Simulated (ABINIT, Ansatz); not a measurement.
# ScHO2 (R-3m): G0W0 on several meshes in ABINIT, part 2 of 2

Aim: the GW shift of ScHO2 (R-3m) against the k mesh.

ABINIT 10.8.3; PBEsol and many-body steps on it, plane waves. Known limits of the many-body steps: not at the basis limit.

So far. Step 4 (4×4×4): The gap on the mesh goes from 4.08 eV to 6.63 eV, a correction of +2.55 eV. Step 5 (Empty states on the mesh, 6×6×6 mesh, 67 bands): On this mesh the gap is 4.013 eV.

## Step 6: Screening, 6×6×6 mesh, 61 bands, screening to 141.5 eV

This step: RPA screening on PBEsol, plane waves, norm-conserving pseudopotentials.

File run.abi:

```
acell 3*1.0 Angstrom
rprim 
  1.616589043500 0.933338119408 4.530924155205
  -1.616589043500 0.933338119408 4.530924155205
  0.000000000000 -1.866676238893 4.530924155189
ntypat 3
znucl 21 1 8
natom 4
typat 1 2 3 3
xred 
  0.000000000000 0.000000000000 0.000000000000
  0.500000000000 0.500000000000 0.500000000000
  0.589701000000 0.589701000000 0.589701000000
  0.410299000000 0.410299000000 0.410299000000
pp_dirpath "pseudos"
pseudos "Sc.upf, H.upf, O.upf"
ecut 36
ngkpt 6 6 6
nshiftk 1
shiftk 0 0 0
kptopt 1
chksymbreak 0
istwfk *1
occopt 1
irdwfk 1
optdriver 3
nband 61
ecuteps 5.2
inclvkb 2
awtr 1
symchi 1
indata_prefix "in"
outdata_prefix "out"
tmpdata_prefix "tmp"
```

Launch:

```
$ OMP_NUM_THREADS=1 mpirun -n 4 abinit run.abi > log
```

Numbers of over 12 decimals in the logs are rounded to 6 here.

The program printed:

```text
.Version 10.8.3 of ABINIT. v10.8.2 released Aug 2026.

 Symmetries : space group R-3 m (#166); Bravais hR (rhombohedral)
[... echo of the input left out ...]
== DATASET  1 ==================================================================
-   mpi_nproc: 4, omp_nthreads: 1 (-1 if OMP is not activated)

--- !DatasetInfo
iteration_state: {dtset: 1, }
dimensions: {natom: 4, nkpt: 32, mband: 61, nsppol: 1, nspinor: 1, nspden: 1, mpw: 2866, }
cutoff_energies: {ecut:  36.0, pawecutdg:  -1.0, }
electrons: {nelect:   2.40000000E+01, charge:   0.00000000E+00, occopt:   1.00000000E+00, tsmear:   1.00000000E-02, }

 SCREENING: Calculation of the susceptibility and dielectric matrices

 Based on a program developped by R.W. Godby, V. Olevano, G. Onida, and L. Reining.
 Incorporated in ABINIT by V. Olevano, G.-M. Rignanese, and M. Torrent.
.Using double precision arithmetic ; gwpc =  8

[... cell and pseudopotentials left out ...]
--------------------------------------------------------------------------------

 ==== K-mesh for the wavefunctions ====
 Number of points in the irreducible wedge :    32
[... list of points left out ...]
 Together with 12 symmetry operations and time-reversal symmetry
 yields   216 points in the full Brillouin Zone.

 ==== Q-mesh for the screening function ====
 Number of points in the irreducible wedge :    32
[... list of points left out ...]
 Together with 12 symmetry operations and time-reversal symmetry
 yields   216 points in the full Brillouin Zone.

 setmesh: FFT mesh size selected  =    36x   36x   36
          total number of points  =        46656

 vcoul_init : cutoff-mode = AUXILIARY_FUNCTION
 q-points for optical limit:   1
     1)      0.000010    0.000020    0.000030

- screening: taking advantage of time-reversal symmetry
- Maximum band index for partially occupied states nbvw = 12
- Remaining bands to be divided among processors   nbcw = 49
- Number of bands treated by each node ~12

 Number of electrons calculated from density =   24.0000; Expected =   24.0000
 average of density, n =  0.086704
 r_s =    1.4016
 omega_plasma =   28.4037 [eV]

 calculating chi0 at frequencies [eV] :
  1    0.000000E+00    0.000000E+00
  2    0.000000E+00    2.840368E+01

--------------------------------------------------------------------------------
  q-point number  1        q = ( 0.000000, 0.000000, 0.000000) [r.l.u.]
--------------------------------------------------------------------------------
[... chi0 elements left out ...]
 For q-point:  0.000010 0.000020 0.000030
  dielectric constant =   3.8548
  dielectric constant without local fields =   4.2025

  Average fulfillment of the sum rule on Im[epsilon] for q-point    1 :     52.82  [%]
[... wings left out ...]
  q-point number  2        q = ( 0.166667, 0.000000, 0.000000) [r.l.u.]
--------------------------------------------------------------------------------
[... chi0 elements left out ...]
  Average fulfillment of the sum rule on Im[epsilon] for q-point    2 :     69.04  [%]

 [... 30 further q-points ...]
```

Elapsed: 15 min, on 4 MPI ranks of Arm Neoverse N1, shared host; peak memory 2.8 GiB.

This step gave:

```yaml
eps_infinity_with_local_fields_on_this_mesh_along_the_program_s_q_direction: 3.855
the_same_without_local_fields: 4.202
plasma_frequency: 28.40 eV
plane_waves_in_the_screening_matrix: 159
```

## Step 7: 6×6×6

This step: G0W0 on PBEsol, plane waves, norm-conserving pseudopotentials.

run.abi, as its differences from that of step 6:

```diff
@@ -25,8 +25,21 @@
 irdwfk 1
-optdriver 3
+optdriver 4
 nband 61
+gwcalctyp 0
+ecutsigx 36
+symsigma 1
+nkptgw 4
+kptgw 
+  -0.1666666667 0.1666666667 0.0000000000
+  0.5000000000 0.5000000000 0.0000000000
+  -0.1666666667 0.1666666667 0.1666666667
+  0.0000000000 0.0000000000 0.0000000000
+bdgw 
+  11 14
+  11 14
+  11 14
+  10 15
 ecuteps 5.2
-inclvkb 2
-awtr 1
-symchi 1
+irdscr 1
+ppmodel 1
 indata_prefix "in"
```

The program printed:

```text
.Version 10.8.3 of ABINIT. v10.8.2 released Aug 2026.

 Symmetries : space group R-3 m (#166); Bravais hR (rhombohedral)
[... echo of the input left out ...]
== DATASET  1 ==================================================================
-   mpi_nproc: 4, omp_nthreads: 1 (-1 if OMP is not activated)

--- !DatasetInfo
iteration_state: {dtset: 1, }
dimensions: {natom: 4, nkpt: 32, mband: 61, nsppol: 1, nspinor: 1, nspden: 1, mpw: 2866, }
cutoff_energies: {ecut:  36.0, pawecutdg:  -1.0, }
electrons: {nelect:   2.40000000E+01, charge:   0.00000000E+00, occopt:   1.00000000E+00, tsmear:   1.00000000E-02, }

 SIGMA: Calculation of the GW corrections

 Based on a program developped by R.W. Godby, V. Olevano, G. Onida, and L. Reining.
 Incorporated in ABINIT by V. Olevano, G.-M. Rignanese, and M. Torrent.
.Using double precision arithmetic ; gwpc =  8

[... cell and pseudopotentials left out ...]
--------------------------------------------------------------------------------

 ==== K-mesh for the wavefunctions ====
 Number of points in the irreducible wedge :    32
[... list of points left out ...]
 Together with 12 symmetry operations and time-reversal symmetry
 yields   216 points in the full Brillouin Zone.

 ==== Q-mesh for screening function ====
 Number of points in the irreducible wedge :    32
[... list of points left out ...]
 Together with 12 symmetry operations and time-reversal symmetry
 yields   216 points in the full Brillouin Zone.

 vcoul_init : cutoff-mode = AUXILIARY_FUNCTION
 q-points for optical limit:   1
     1)      0.000010    0.000020    0.000030
 setmesh: FFT mesh size selected  =    50x   50x   50
          total number of points  =       125000

 Number of electrons calculated from density =   24.0000; Expected =   24.0000
[...]
matrix elements of self-energy operator (all in [eV])

 Perturbative Calculation

--- !SelfEnergy_ee
iteration_state: {dtset: 1, }
kpoint     : [  -0.167,    0.167,    0.000, ]
spin       : 1
KS_gap     :    4.669
QP_gap     :    7.405
Delta_QP_KS:    2.735
data: !SigmaeeData |
     Band     E0 <VxcDFT>   SigX SigC(E0)      Z dSigC/dE  Sig(E)    E-E0       E
       11   1.864 -18.598 -24.149   4.639   0.785  -0.274 -19.314  -0.715   1.149
       12   3.129 -20.257 -25.412   4.531   0.789  -0.267 -20.750  -0.493   2.636
       13   7.798 -16.809  -8.992  -5.049   0.810  -0.234 -14.567   2.243  10.041
[...]
--- !SelfEnergy_ee
iteration_state: {dtset: 1, }
kpoint     : [   0.500,    0.500,    0.000, ]
spin       : 1
KS_gap     :    4.687
QP_gap     :    7.336
Delta_QP_KS:    2.648
data: !SigmaeeData |
     Band     E0 <VxcDFT>   SigX SigC(E0)      Z dSigC/dE  Sig(E)    E-E0       E
[...]
--- !SelfEnergy_ee
iteration_state: {dtset: 1, }
kpoint     : [  -0.167,    0.167,    0.167, ]
spin       : 1
KS_gap     :    4.385
QP_gap     :    7.011
Delta_QP_KS:    2.626
data: !SigmaeeData |
     Band     E0 <VxcDFT>   SigX SigC(E0)      Z dSigC/dE  Sig(E)    E-E0       E
[...]
--- !SelfEnergy_ee
iteration_state: {dtset: 1, }
kpoint     : [   0.000,    0.000,    0.000, ]
spin       : 1
KS_gap     :    4.782
QP_gap     :    7.172
Delta_QP_KS:    2.390
data: !SigmaeeData |
     Band     E0 <VxcDFT>   SigX SigC(E0)      Z dSigC/dE  Sig(E)    E-E0       E
[...]
14   7.972 -17.765  -9.588  -5.179   0.807  -0.239 -15.346   2.419  10.391
       15   7.972 -17.765  -9.588  -5.179   0.807  -0.239 -15.346   2.419  10.391

== END DATASET(S) ==============================================================
================================================================================

 -outvars: echo values of variables after computation  --------
           etotal      0.0000000000E+00
            nband          61
             nkpt          32
          spgroup         166
 [... the other variables as echoed above ...]

 Calculation completed.
```

The job ended after 90 s (4 MPI ranks; peak memory 2.1 GiB).

Numbers from this step:

| Quantity | Value |
| --- | --- |
| G0W0 gap on the mesh | 6.545 eV |
| starting gap on the mesh | 4.013 eV |
| k of the valence top | -0.1667, 0.1667, 0 |
| k of the conduction bottom | 0.5, 0.5, 0 |
| Z at the valence top | 0.789 |
| Z at the conduction bottom | 0.817 |
| least direct G0W0 gap on the computed points | 7.011 eV |

Against G0W0 in ABINIT (4×4×4 mesh, 61 bands, screening to 141.5 eV, Godby-Needs plasmon pole), the gap moves by −0.084 eV.

## Step 8: Side by side

Times are wall times on 4 MPI ranks of Arm Neoverse N1, shared host, good to a factor of about two. A run's time includes the screening step that it read.

| run | mesh | bands | screening cutoff (eV) | DFT gap (eV) | gap on the mesh (eV) | direct (eV) | ε∞ used | time |
| --- | --- | --- | --- | --- | --- | --- | --- | --- |
| 4×4×4 | 4×4×4 | 61 | 141.5 | 4.075 | 6.629 | 7.159 | 3.92 | 2.1 min |
| 6×6×6 | 6×6×6 | 61 | 141.5 | 4.013 | 6.545 | 7.011 | 3.85 | 17 min |

## Step 9: Summary of results

- 4×4×4: 6.629 eV
- 6×6×6: 6.545 eV
- known limits: not at the basis limit

**Reading.** 6×6×6: −0.084 eV against 4×4×4, −0.062 eV of it in the start. Bands and cutoff are finite, so the gap is not at the basis limit. The miss can reach some tenths of an eV and take either sign; the mesh is an error of its own. A denser mesh or path gives a starting gap of 3.96 eV: the GW mesh misses a band edge, so its gaps are not the fundamental one.

[Paths, hosts, dates, memory and timing lines, banners, echoed tables and standing remarks are left out of the program output.]

[Logs are printed without paths, hosts, clocks, repeated set-up lines and the standing remarks that a program may print on its own settings, such as how far it seeks lower states.]

[Runs of the session that timed out or met a known fault of the program may be left out.]

[Hosts, paths, dates, database ids (printed as entryN), source tags and the programs' standing remarks are cut or masked in the printed files.]

[G0W0 gaps are taken among the corrected bands and points alone; a level outside them can change the order at an edge.]

[Where Ansatz stands beside ABINIT at settings called matched, ABINIT's density can come from a denser mesh and the files from another edition; pairs whose starting gaps differed by over 0.03 eV were left out, so agreement reads better than it is.]
